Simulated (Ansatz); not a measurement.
# Cl on Ir(100): change of the work function, part 2 of 5

How does Cl on the hollow site change the work function of Ir(100) as the layer fills?

Ansatz 0.2.0; plane-wave DFT, PBEsol, Ansatz PAW (the session's first sound run).

So far, work function, upper face (eV): step 2 (the clean slab) 5.67.

### 3. The covered slab, k-mesh 4×4×1, coverage 0.111 ML

System of this step: Cl/Ir(100). The cell holds 37 atoms: 36 Ir and 1 Cl. Cell: a = 8.146 Å, b = 8.146 Å, c = 25.341 Å, α = 90.0°, β = 90.0°, γ = 90.0°. Vacuum lies along c.

The clean slab as it ended is repeated in the plane and the adsorbate is set on one face; the cell's size fixes the coverage, and the k-mesh shrinks with it to keep the sampling density about even. Adsorbate and upper layers relax, since the dipole depends on the height.

Contents of input.yaml:

```yaml
crystal:
  lattice:
    - [8.1458701194, 0.0, 0.0]
    - [0.0, 8.1458701194, 0.0]
    - [0.0, 0.0, 25.3406435577]
  atoms:
    - { symbol: Ir, position: [0.1666666667, 0.1666666667, 0.3551606722] }
    - { symbol: Ir, position: [0.0, 0.0, 0.4309282823] }
    - { symbol: Ir, position: [0.1666666667, 0.1666666667, 0.5068906401] }
    - { symbol: Ir, position: [0.0, 0.0, 0.5785267891] }
    - { symbol: Ir, position: [0.1666666667, 0.5, 0.3551606722] }
    - { symbol: Ir, position: [0.0, 0.3333333333, 0.4309282823] }
    - { symbol: Ir, position: [0.1666666667, 0.5, 0.5068906401] }
    - { symbol: Ir, position: [0.0, 0.3333333333, 0.5785267891] }
    - { symbol: Ir, position: [0.1666666667, 0.8333333333, 0.3551606722] }
    - { symbol: Ir, position: [0.0, 0.6666666667, 0.4309282823] }
    - { symbol: Ir, position: [0.1666666667, 0.8333333333, 0.5068906401] }
    - { symbol: Ir, position: [0.0, 0.6666666667, 0.5785267891] }
    - { symbol: Ir, position: [0.5, 0.1666666667, 0.3551606722] }
    - { symbol: Ir, position: [0.3333333333, 0.0, 0.4309282823] }
    - { symbol: Ir, position: [0.5, 0.1666666667, 0.5068906401] }
    - { symbol: Ir, position: [0.3333333333, 0.0, 0.5785267891] }
    - { symbol: Ir, position: [0.5, 0.5, 0.3551606722] }
    - { symbol: Ir, position: [0.3333333333, 0.3333333333, 0.4309282823] }
    - { symbol: Ir, position: [0.5, 0.5, 0.5068906401] }
    - { symbol: Ir, position: [0.3333333333, 0.3333333333, 0.5785267891] }
    - { symbol: Ir, position: [0.5, 0.8333333333, 0.3551606722] }
    - { symbol: Ir, position: [0.3333333333, 0.6666666667, 0.4309282823] }
    - { symbol: Ir, position: [0.5, 0.8333333333, 0.5068906401] }
    - { symbol: Ir, position: [0.3333333333, 0.6666666667, 0.5785267891] }
    - { symbol: Ir, position: [0.8333333333, 0.1666666667, 0.3551606722] }
    - { symbol: Ir, position: [0.6666666667, 0.0, 0.4309282823] }
    - { symbol: Ir, position: [0.8333333333, 0.1666666667, 0.5068906401] }
    - { symbol: Ir, position: [0.6666666667, 0.0, 0.5785267891] }
    - { symbol: Ir, position: [0.8333333333, 0.5, 0.3551606722] }
    - { symbol: Ir, position: [0.6666666667, 0.3333333333, 0.4309282823] }
    - { symbol: Ir, position: [0.8333333333, 0.5, 0.5068906401] }
    - { symbol: Ir, position: [0.6666666667, 0.3333333333, 0.5785267891] }
    - { symbol: Ir, position: [0.8333333333, 0.8333333333, 0.3551606722] }
    - { symbol: Ir, position: [0.6666666667, 0.6666666667, 0.4309282823] }
    - { symbol: Ir, position: [0.8333333333, 0.8333333333, 0.5068906401] }
    - { symbol: Ir, position: [0.6666666667, 0.6666666667, 0.5785267891] }
    - { symbol: Cl, position: [0.1666666667, 0.1666666667, 0.6448393278] }
kpoints:
  mp_grid: { grid: [4, 4, 1] }
hamiltonian:
  xc: pbesol
scf:
  occupations: { method: fermi_dirac, width: 0.1 }
  convergence: { dr2_threshold: 1.0e-08 }
efield:
  axis: 3
  dipole_correction: true
  ramp_position: 0.97
  ramp_width: 0.06
relax:
  f_tol: 0.02
  max_steps: 60
  constraints:
    - { sites: [0, 1, 4, 5, 8, 9, 12, 13, 16, 17, 20, 21, 24, 25, 28, 29, 32, 33] }
output:
  bader: true
  write_potential: true
  write_density: true
  volumetric_format: npy
```

Launch:

```
$ ansatz run input.yaml --threads 4 --pin off --max-ram 12288MiB --backend cpu --events-out ev --progress --plain --runs-dir out
```

Numbers of over 12 decimals in the logs are rounded to 6 here.

The program printed:

```text
[...]
Crystal: 37 atoms, lattice volume = 1681.483 Å³
Basis set: ecut = 420 eV, 32901 PW (Γ), exchange–correlation on 120×120×360 points (8 copies of the dense FFT grid, shifted against one another)
Bands: 372, of which v1, the nominal top of the filled ones, is band 310 counted from 1 (309 counted from 0)
Symmetry: 8 space group operations
[...]
k-points: 6 of 16
[...]
SCF iter   1: F=—  HF=-425800.386801 eV  |F-HF|=—  |Δ(HF+E_count)|=         —  Δρ=7.75e-3  dr2=6.52e0  ethr=1.77e-3  p=0.167 e·Å  D=1.80e-2 V/Å  ΔV_dip=-0.46 eV  dr2_dipole=9.05e-1  V_vac-E_F(+/−)=4.79/5.24 eV  ⟨swp⟩=7.8  Hψ=9567  notcnv=0  defer=67
[...]
SCF iter  11: F=-425800.105365 eV  HF=-425800.105365 eV  |F-HF|=2.00e-8  |Δ(HF+E_count)|=   1.32e-7  Δρ=4.69e-7  dr2=6.51e-9  ethr=1.62e-12  p=0.148 e·Å  D=1.59e-2 V/Å  ΔV_dip=-0.40 eV  dr2_dipole=7.65e-11  V_vac-E_F(+/−)=5.28/5.68 eV  ⟨swp⟩=10.7  Hψ=16078  notcnv=0
SCF 1 converged in 11 iterations: F = -425800.105365 eV  dr2 = 6.51e-9
[...]
relax step   1: F+E_penalty+E_count = -425800.10536467 eV  Δ(F+E_penalty+E_count) = +0.000e0 eV  max|allowed force component| = 6.992e-1 eV/Å  Δτ_max = 0.0000 Å  (11 SCF iters, accepted)
[...]
SCF iter   9: F=-425800.200740 eV  HF=-425800.200740 eV  |F-HF|=5.52e-8  |Δ(HF+E_count)|=   9.81e-8  Δρ=4.32e-7  dr2=4.81e-9  ethr=1.62e-12  p=0.127 e·Å  D=1.37e-2 V/Å  ΔV_dip=-0.35 eV  dr2_dipole=1.51e-11  V_vac-E_F(+/−)=5.34/5.68 eV  ⟨swp⟩=10.7  Hψ=15990  notcnv=0
SCF 2 converged in 9 iterations: F = -425800.200740 eV  dr2 = 4.81e-9
[...]
relax step   2: F+E_penalty+E_count = -425800.20073981 eV  Δ(F+E_penalty+E_count) = -9.538e-2 eV  max|allowed force component| = 3.978e-1 eV/Å  Δτ_max = 0.0776 Å  (9 SCF iters, accepted)
SCF iter   1: F=—  HF=-425800.241130 eV  |F-HF|=—  |Δ(HF+E_count)|=         —  Δρ=1.22e-3  dr2=4.18e-2  ethr=7.11e-5  p=0.127 e·Å  D=1.37e-2 V/Å  ΔV_dip=-0.35 eV  dr2_dipole=7.72e-3  V_vac-E_F(+/−)=5.34/5.68 eV  ⟨swp⟩=3.0  Hψ=4085  notcnv=0  defer=93
[...]
SCF iter   8: F=-425800.234660 eV  HF=-425800.234660 eV  |F-HF|=6.07e-8  |Δ(HF+E_count)|=   1.36e-7  Δρ=6.16e-7  dr2=9.58e-9  ethr=1.62e-12  p=0.134 e·Å  D=1.44e-2 V/Å  ΔV_dip=-0.36 eV  dr2_dipole=7.76e-10  V_vac-E_F(+/−)=5.32/5.68 eV  ⟨swp⟩=8.3  Hψ=17605  notcnv=0
SCF 3 converged in 8 iterations: F = -425800.234660 eV  dr2 = 9.58e-9
relax step   3: F+E_penalty+E_count = -425800.23465979 eV  Δ(F+E_penalty+E_count) = -3.392e-2 eV  max|allowed force component| = 3.403e-2 eV/Å  Δτ_max = 0.0249 Å  (8 SCF iters, accepted)
SCF iter   1: F=—  HF=-425800.236484 eV  |F-HF|=—  |Δ(HF+E_count)|=         —  Δρ=1.88e-4  dr2=1.40e-3  ethr=1.20e-6  p=0.134 e·Å  D=1.44e-2 V/Å  ΔV_dip=-0.36 eV  dr2_dipole=3.94e-5  V_vac-E_F(+/−)=5.32/5.68 eV  ⟨swp⟩=2.3  Hψ=3671  notcnv=0  defer=94
[...]
SCF iter   7: F=-425800.235091 eV  HF=-425800.235091 eV  |F-HF|=1.44e-8  |Δ(HF+E_count)|=   1.06e-7  Δρ=2.54e-7  dr2=2.30e-9  ethr=1.62e-12  p=0.134 e·Å  D=1.44e-2 V/Å  ΔV_dip=-0.37 eV  dr2_dipole=1.63e-11  V_vac-E_F(+/−)=5.32/5.68 eV  ⟨swp⟩=9.8  Hψ=15034  notcnv=0
SCF 4 converged in 7 iterations: F = -425800.235091 eV  dr2 = 2.30e-9
relax step   4: F+E_penalty+E_count = -425800.23509141 eV  Δ(F+E_penalty+E_count) = -4.316e-4 eV  max|allowed force component| = 6.532e-3 eV/Å  Δτ_max = 0.0053 Å  (7 SCF iters, accepted)
NSCF: frozen V_eff on 6 k-points
[...]
SCF converged after 7 iterations
Free energy (F): -425800.235091 eV
[...]
Internal energy: -425798.571759 eV  (E = F + TS)
E sigma→0 (E₀):  -425799.403425 eV
Entropy (-TS):   -1.663332 eV (-44.955 meV/atom)
Fermi energy:    4.040118 eV
Dipole field:    D = 0.014409 V/Å  (p = 0.133892 e·Å, saw-weighted, corrected)
Work function:   Φ+ = 5.3179 eV   Φ− = 5.6830 eV
[...]
--- Forces (eV/Å), atoms counted from 1 ---
  atom   1  Ir     0.00000000     0.00000000     1.07087405
  atom   2  Ir     0.00143109     0.00143109    -1.13335618
  atom   3  Ir     0.00000000     0.00000000    -0.00653184
  atom   4  Ir    -0.00251241    -0.00251241     0.00429802
  atom   5  Ir     0.00000000    -0.00135874     1.09479825
  atom   6  Ir     0.00143109    -0.00143109    -1.13335618
  atom   7  Ir     0.00000000    -0.00363329    -0.00250174
  atom   8  Ir    -0.00251241     0.00251241     0.00429802
  atom   9  Ir     0.00000000     0.00135874     1.09479825
  atom  10  Ir    -0.11718800     0.00000000    -1.01344312
  atom  11  Ir     0.00000000     0.00363329    -0.00250174
  atom  12  Ir    -0.00123430     0.00000000    -0.00371770
  atom  13  Ir    -0.00135874     0.00000000     1.09479825
  atom  14  Ir    -0.00143109     0.00143109    -1.13335618
  atom  15  Ir    -0.00363329     0.00000000    -0.00250174
  atom  16  Ir     0.00251241    -0.00251241     0.00429802
  atom  17  Ir    -0.01353044    -0.01353044     1.06426746
  atom  18  Ir    -0.00143109    -0.00143109    -1.13335618
  atom  19  Ir     0.00105430     0.00105430    -0.00083387
  atom  20  Ir     0.00251241     0.00251241     0.00429802
  atom  21  Ir    -0.01353044     0.01353044     1.06426746
  atom  22  Ir     0.11718800     0.00000000    -1.01344312
  atom  23  Ir     0.00105430    -0.00105430    -0.00083387
  atom  24  Ir     0.00123430     0.00000000    -0.00371770
  atom  25  Ir     0.00135874     0.00000000     1.09479825
  atom  26  Ir     0.00000000    -0.11718800    -1.01344312
  atom  27  Ir     0.00363329     0.00000000    -0.00250174
  atom  28  Ir     0.00000000    -0.00123430    -0.00371770
  atom  29  Ir     0.01353044    -0.01353044     1.06426746
  atom  30  Ir     0.00000000     0.11718800    -1.01344312
  atom  31  Ir    -0.00105430     0.00105430    -0.00083387
  atom  32  Ir     0.00000000     0.00123430    -0.00371770
  atom  33  Ir     0.01353044     0.01353044     1.06426746
  atom  34  Ir     0.00000000     0.00000000    -1.09708878
  atom  35  Ir    -0.00105430    -0.00105430    -0.00083387
  atom  36  Ir     0.00000000     0.00000000    -0.00116757
  atom  37  Cl     0.00000000     0.00000000    -0.00409968
  max |Σ_I F_I| component: 3.07e-5 eV/Å
--- Band table (eV; the first three rows and the last of 6) ---
  k-point 0: bands = [... 306 lower, 3.7646, 3.8504, 3.8943, 3.9198, 3.9198, 4.0950, 4.1011, 4.1011, ... 58 higher]
  k-point 1: bands = [... 306 lower, 3.9357, 4.0185, 4.0271, 4.0368, 4.0517, 4.1082, 4.1097, 4.1320, ... 58 higher]
  k-point 2: bands = [... 306 lower, 3.8994, 4.0356, 4.0749, 4.0839, 4.1074, 4.1258, 4.1421, 4.1903, ... 58 higher]
  k-point 5: bands = [... 306 lower, 3.8716, 3.8922, 3.9200, 3.9818, 4.0016, 4.0020, 4.0020, 4.1360, ... 58 higher]
--- Relaxed structure (4 steps of the walk, 4 accepted, 0 SCFs on fresh bases) ---
  F+E_penalty+E_count = -425800.23509141 eV   max|allowed force component| = 6.532e-3 eV/Å
  atoms:
    - { symbol: Ir, position: [0.166667, 0.166667, 0.355161] }
    - { symbol: Ir, position: [1.6666659794015235e-11, 1.6666659794015235e-11, 0.430928] }
    - { symbol: Ir, position: [0.166667, 0.166667, 0.506828] }
    - { symbol: Ir, position: [-0.0047354, -0.0047354, 0.579261] }
    - { symbol: Ir, position: [0.166667, 0.500000, 0.355161] }
    - { symbol: Ir, position: [1.6666659794015235e-11, 0.333333, 0.430928] }
    - { symbol: Ir, position: [0.166667, 0.499499, 0.506251] }
    - { symbol: Ir, position: [-0.0047354, 0.338069, 0.579261] }
    - { symbol: Ir, position: [0.166667, 0.833333, 0.355161] }
    - { symbol: Ir, position: [1.6666659794015235e-11, 0.666667, 0.430928] }
    - { symbol: Ir, position: [0.166667, 0.833835, 0.506251] }
    - { symbol: Ir, position: [0.000689381, 0.666667, 0.578652] }
    - { symbol: Ir, position: [0.500000, 0.166667, 0.355161] }
    - { symbol: Ir, position: [0.333333, 1.6666659794015235e-11, 0.430928] }
    - { symbol: Ir, position: [0.499499, 0.166667, 0.506251] }
    - { symbol: Ir, position: [0.338069, -0.0047354, 0.579261] }
    - { symbol: Ir, position: [0.500000, 0.500000, 0.355161] }
    - { symbol: Ir, position: [0.333333, 0.333333, 0.430928] }
    - { symbol: Ir, position: [0.498819, 0.498819, 0.507295] }
    - { symbol: Ir, position: [0.338069, 0.338069, 0.579261] }
    - { symbol: Ir, position: [0.500000, 0.833333, 0.355161] }
    - { symbol: Ir, position: [0.333333, 0.666667, 0.430928] }
    - { symbol: Ir, position: [0.498819, 0.834514, 0.507295] }
    - { symbol: Ir, position: [0.332644, 0.666667, 0.578652] }
    - { symbol: Ir, position: [0.833333, 0.166667, 0.355161] }
    - { symbol: Ir, position: [0.666667, 1.6666659794015235e-11, 0.430928] }
    - { symbol: Ir, position: [0.833835, 0.166667, 0.506251] }
    - { symbol: Ir, position: [0.666667, 0.000689381, 0.578652] }
    - { symbol: Ir, position: [0.833333, 0.500000, 0.355161] }
    - { symbol: Ir, position: [0.666667, 0.333333, 0.430928] }
    - { symbol: Ir, position: [0.834514, 0.498819, 0.507295] }
    - { symbol: Ir, position: [0.666667, 0.332644, 0.578652] }
    - { symbol: Ir, position: [0.833333, 0.833333, 0.355161] }
    - { symbol: Ir, position: [0.666667, 0.666667, 0.430928] }
    - { symbol: Ir, position: [0.834514, 0.834514, 0.507295] }
    - { symbol: Ir, position: [0.666667, 0.666667, 0.578498] }
    - { symbol: Cl, position: [0.166667, 0.166667, 0.643038] }
--- Bader charges: 37 sites ---
  site symbol  charge [e]  shift [e]
     0     Ir     -0.0615     0.0000
     1     Ir      0.0561     0.0000
     2     Ir      0.0627     0.0001
     3     Ir      0.0184     0.0002
     4     Ir     -0.0613     0.0000
     5     Ir      0.0560     0.0000
     6     Ir      0.0777     0.0001
     7     Ir      0.0184     0.0002
     8     Ir     -0.0613     0.0000
     9     Ir      0.0540     0.0000
    10     Ir      0.0776     0.0001
    11     Ir     -0.0577     0.0001
    12     Ir     -0.0613     0.0000
    13     Ir      0.0561     0.0000
    14     Ir      0.0777     0.0001
    15     Ir      0.0184     0.0002
    16     Ir     -0.0641     0.0000
    17     Ir      0.0560     0.0000
    18     Ir      0.0674     0.0001
    19     Ir      0.0184     0.0002
    20     Ir     -0.0641     0.0000
    21     Ir      0.0540     0.0000
    22     Ir      0.0674     0.0001
    23     Ir     -0.0577     0.0001
    24     Ir     -0.0613     0.0000
    25     Ir      0.0540     0.0000
    26     Ir      0.0776     0.0001
    27     Ir     -0.0577     0.0001
    28     Ir     -0.0641     0.0000
    29     Ir      0.0540     0.0000
    30     Ir      0.0674     0.0001
    31     Ir     -0.0577     0.0001
    32     Ir     -0.0641     0.0000
    33     Ir      0.0242     0.0000
    34     Ir      0.0674     0.0001
    35     Ir     -0.0581     0.0001
    36     Cl     -0.3288     0.0012
  estimated error of the sums over rays = 5.8e-4 e
```

Elapsed: 12 min, on 4 threads of Arm Neoverse V2, shared host; peak memory 8.9 GiB; 48 min of CPU time.

This run has no spin polarisation although its electron count is odd.

Relaxation path:

```csv
step,energy less that of the first step (eV),largest force component (eV/Å)
1,0.0000,0.6992
2,-0.0954,0.3978
3,-0.1293,0.0340
4,-0.1297,0.0065
```

The run keeps the 8 symmetry operations that it works with, so distortions that break them were not tested.

The atoms that moved most (Å):

```csv
atom,dx,dy,dz,length
Ir4,-0.039,-0.039,0.019,0.058
Ir8,-0.039,0.039,0.019,0.058
Ir16,0.039,-0.039,0.019,0.058
Ir20,0.039,0.039,0.019,0.058
Cl37,0.000,0.000,-0.046,0.046
Ir35,0.010,0.010,0.010,0.017
Ir23,-0.010,0.010,0.010,0.017
Ir31,0.010,-0.010,0.010,0.017
```

Final coordinates:

```xyz
37
Lattice="8.1459 0.0000 0.0000 0.0000 8.1459 0.0000 0.0000 0.0000 25.3406" Properties=species:S:1:pos:R:3
Ir    1.3576    1.3576    9.0000
Ir    0.0000    0.0000   10.9200
Ir    1.3576    1.3576   12.8433
Ir   -0.0386   -0.0386   14.6789
Ir    1.3576    4.0729    9.0000
Ir    0.0000    2.7153   10.9200
Ir    1.3576    4.0689   12.8287
Ir   -0.0386    2.7539   14.6789
Ir    1.3576    6.7882    9.0000
Ir    0.0000    5.4306   10.9200
Ir    1.3576    6.7923   12.8287
Ir    0.0056    5.4306   14.6634
Ir    4.0729    1.3576    9.0000
Ir    2.7153    0.0000   10.9200
Ir    4.0689    1.3576   12.8287
Ir    2.7539   -0.0386   14.6789
Ir    4.0729    4.0729    9.0000
Ir    2.7153    2.7153   10.9200
Ir    4.0633    4.0633   12.8552
Ir    2.7539    2.7539   14.6789
Ir    4.0729    6.7882    9.0000
Ir    2.7153    5.4306   10.9200
Ir    4.0633    6.7978   12.8552
Ir    2.7097    5.4306   14.6634
Ir    6.7882    1.3576    9.0000
Ir    5.4306    0.0000   10.9200
Ir    6.7923    1.3576   12.8287
Ir    5.4306    0.0056   14.6634
Ir    6.7882    4.0729    9.0000
Ir    5.4306    2.7153   10.9200
Ir    6.7978    4.0633   12.8552
Ir    5.4306    2.7097   14.6634
Ir    6.7882    6.7882    9.0000
Ir    5.4306    5.4306   10.9200
Ir    6.7978    6.7978   12.8552
Ir    5.4306    5.4306   14.6595
Cl    1.3576    1.3576   16.2950
```

This step gave:

- energy at zero smearing: -425799.4034 eV
- work function, upper face: 5.318 eV
- work function, lower face: 5.683 eV
- dipole along the normal: 0.1339 e·Å
- step between the vacuum levels: -0.3651 eV

Running mean over 1.92 Å of the planar mean; the ramp of the sawtooth is left out. The electron's electrostatic potential energy less the Fermi level by z:

```csv
z (Å),electron's electrostatic potential energy less the Fermi level (eV)
3.5,5.68
4.0,5.68
4.5,5.68
5.0,5.68
5.5,5.67
6.0,5.63
6.5,5.48
7.0,4.87
7.5,2.37
8.0,-3.38
8.5,-9.39
9.0,-12.2
9.5,-12.9
10.0,-13.1
10.5,-13.2
11.0,-13.4
11.5,-13.4
12.0,-13.5
12.5,-13.6
13.0,-13.9
13.5,-14.3
14.0,-14.2
14.5,-13.2
15.0,-11.3
15.5,-6.62
16.0,-0.635
16.5,2.98
17.0,4.21
17.5,4.88
18.0,5.22
18.5,5.30
19.0,5.31
19.5,5.32
20.0,5.32
20.5,5.32
21.0,5.32
21.5,5.32
22.0,5.32
```

The relaxation took 4 steps and lowered the energy by 0.13 eV; the largest force on the free atoms ends at 0.0065 eV/Å.

The covered face has 5.32 eV, -0.35 eV against the clean one; the bare back face has moved by +0.00 eV, a measure of how thin the slab is.

[end of part 2 of 5]

[Logs are printed without paths, hosts, clocks, repeated set-up lines and the standing remarks that a program may print on its own settings, such as how far it seeks lower states.]

[Hosts, paths, dates, database ids (printed as entryN), source tags and the programs' standing remarks are cut or masked in the printed files.]

[Maps of the electrostatic potential energy from Ansatz leave out the sawtooth potential of an applied field or a dipole correction, so their vacuum need not be flat; planar profiles and work functions include it.]
